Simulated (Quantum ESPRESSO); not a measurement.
# Calculated records

```
! title: Collinear magnetic orders of CrSiTe3 with Quantum ESPRESSO
! method: LDA; plane waves with GBRV 1.5 LDA potentials, no spin-orbit coupling, projections on orthogonalised atomic orbitals (and 2 further levels or steps)
! program: Quantum ESPRESSO 7.5
! settings of one run: GBRV 1.5 LDA, cutoff 544.23 eV, 4×4×4 k-mesh, 56 bands, fermi-dirac occupations, smearing width 0.05 eV, collinear spin, SCF threshold 2.00e-8, starting moments 3 3 0 0 0 0 0 0 0 0 μB
! cost: 4 runs, 5.9 min in all on 4 MPI ranks of Arm Neoverse V1, shared host (the runs of this entry)
! lowest state found: ferromagnetic (from ferro ++)
! largest site moment: 3.05 μB
! next state with moments: antiferromagnetic, 20.2 meV a seeded atom higher
CELL_PARAMETERS angstrom
3.41526 1.97180 7.25768
-3.41526 1.97180 7.25768
0.00000 -3.94360 7.25768
ATOMIC_POSITIONS crystal
Cr 0.66619 0.66619 0.66619
Cr 0.33381 0.33381 0.33381
Si 0.05220 0.05220 0.05220
Si 0.94780 0.94780 0.94780
Te 0.72118 0.07765 0.43975
Te 0.43975 0.72118 0.07765
Te 0.07765 0.43975 0.72118
Te 0.92235 0.56025 0.27882
Te 0.56025 0.27882 0.92235
Te 0.27882 0.92235 0.56025
```

[Logs and program files are shortened in this print: banners, set-up blocks, solver, clock and traceback lines can be left out without a mark of their own.]

[Logs are printed without paths, hosts, clocks, repeated set-up lines and the standing remarks that a program may print on its own settings, such as how far it seeks lower states.]

[Hosts, paths, dates, database ids (printed as entryN), source tags and the programs' standing remarks are cut or masked in the printed files.]

[Where a cell is said to come from a database of computed structures, the database is the Materials Project.]
